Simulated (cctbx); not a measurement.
## Lattice, Laue class and space group of a new crystal

Cell: a = 7.7080 Å, b = 7.7080 Å, c = 7.1630 Å, α = 90.00°, β = 90.00°, γ = 120.00°. Expected content of the cell: I7 Nb3 O1.

Simulated single-crystal data (cctbx): Ag Kα, λ = 0.56087 Å, to d = 0.77 Å, 70 % of the full sphere, strongest reflection 70000 counts, noise from counting, a 2 % proportional error and a noise floor of 4 counts (s.d.); no absorption.

A first pass over the reflections prints:

```text
2377 reflections to d = 0.771 A
centring   violations  <I/sigma> of those
    A       1188 of  1206     25.6
    B       1164 of  1186     25.6
    C       1184 of  1208     22.6
    I       1168 of  1186     25.7
    R       1538 of  1566     25.8
    F       1768 of  1800     24.6
Laue class    unique    Rint  (classes that these axes allow; Friedel mates merged)
P -1             1533   0.031
P 1 1 2/m         903   0.307
P -3              574   0.031
P -3 1 m          327   0.316
P -3 m 1          353   0.033
P 6/m             314   0.316
P 6/m m m         210   0.318
space group    extra absences  I>4sigma  <I/sigma>
P 3 2 1                 0          0         -  acentric
P 3 m 1                 0          0         -  acentric
P -3 m 1                0          0         -  centric
Wilson B = 1.78 A^2   <|E^2-1|> = 0.828 (0.968 centric, 0.736 acentric)   E^2>4: 2.3 %
shell (A)         n   <I/sigma>
 7.16 - 1.54     52     53.5
 1.54 - 1.22     46     55.5
 1.22 - 1.07     45     45.9
 1.07 - 0.97     43     36.0
 0.97 - 0.90     38     49.1
 0.90 - 0.85     43     45.3
 0.85 - 0.81     42     37.5
 0.81 - 0.77     44     29.1
```

Q: Read the symmetry from these tables.

Every centring test has many violations, so the lattice is primitive.

Rint stays low (0.031 to 0.033) up to P -3 m 1 and is 0.307 or more in the other classes.

3 settings pass the absence test. No glide or screw absences show, which leaves P 3 2 1, P 3 m 1 and P -3 m 1.

⟨|E²−1|⟩ = 0.828 lies between the two ideal values. The Wilson B of 1.78 Å² means U ≈ 0.0225 Å².

The true group is P3m1 (no. 156), Laue class -3m, non-centrosymmetric. The tables only narrow the choice to the tied entries; cell content, site symmetry and trial solutions must settle it.

The model is made up (kin elements in a known structure type, no relaxation), so it says nothing on whether the phase exists.

[Logs are printed without paths, hosts, clocks, repeated set-up lines and the standing remarks that a program may print on its own settings, such as how far it seeks lower states.]
